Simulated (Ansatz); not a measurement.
Planning a run of Ansatz 0.2.0 on ZnCu2SnS4 (I-4). The input:

```yaml
crystal:
  lattice:
    - [-2.7171, 2.7171, 5.4248]
    - [2.7171, -2.7171, 5.4248]
    - [2.7171, 2.7171, -5.4248]
  atoms:
    - { symbol: Zn, position: [0.25, 0.75, 0.5] }
    - { symbol: Cu, position: [0.0, 0.0, 0.0] }
    - { symbol: Cu, position: [0.75, 0.25, 0.5] }
    - { symbol: Sn, position: [0.5, 0.5, 0.0] }
    - { symbol: S, position: [0.37161, 0.88441, 0.9996] }
    - { symbol: S, position: [0.11559, 0.11519, 0.4872] }
    - { symbol: S, position: [0.88481, 0.37201, 0.0004] }
    - { symbol: S, position: [0.62799, 0.62839, 0.5128] }
kpoints:
  mp_grid: { grid: [6, 6, 6] }
  band_path:
    path:
      - [[0.0, 0.0, 0.0], [0.0, 0.0, 0.5], [0.25, 0.25, 0.25], [0.0, 0.5, 0.0], [0.0, 0.0, 0.0], [0.5, 0.5, -0.5], [0.31271679, 0.68728321, -0.31271679]]
      - [[-0.31271679, 0.31271679, 0.31271679], [0.0, 0.0, 0.0]]
      - [[0.0, 0.0, 0.5], [-0.12543357, 0.12543357, 0.5]]
      - [[0.5, 0.5, -0.12543357], [0.5, 0.5, -0.5]]
    npoints: 10
hamiltonian:
  xc: pbe
  pseudopotentials: { kind: paw, azcp: { folder: soft_1 } }
scf:
  occupations: { method: fermi_dirac, width: 0.02 }
  n_extra_bands: 6
output:
  eigenvalues: true
  forces: true
  stress: true
  write_density: true
  write_potential: true
  elf: true
  volumetric_format: npy
```

```sh
ansatz run input.yaml --threads 3 --pin off --max-ram 92160MiB --backend cuda --events-out ev --progress --plain --runs-dir out --devices 1 --max-vram 13GiB
```

**Question.** How long will it take on 1 × NVIDIA H100 80GB HBM3 (shared by 6 runs) with 3 threads of AMD EPYC 7R13 (Zen 3), shared host, and how much memory?

It took 30 s; on shared hardware allow 15 s to 61 s. Peak host memory was 1.1 GiB. The sizes that set the cost: 3083 plane waves a state, 36 irreducible k points and 11 SCF cycles.

[Paths, hosts, dates, memory and timing lines, banners, echoed tables and standing remarks are left out of the program output.]

[Logs are printed without paths, hosts, clocks, repeated set-up lines and the standing remarks that a program may print on its own settings, such as how far it seeks lower states.]

[Runs of the session that timed out or met a known fault of the program may be left out.]

[Cells called generated may have been cut or substituted from an entry of the Crystallography Open Database or the Materials Project.]

[Hosts, paths, dates, database ids (printed as entryN), source tags and the programs' standing remarks are cut or masked in the printed files.]
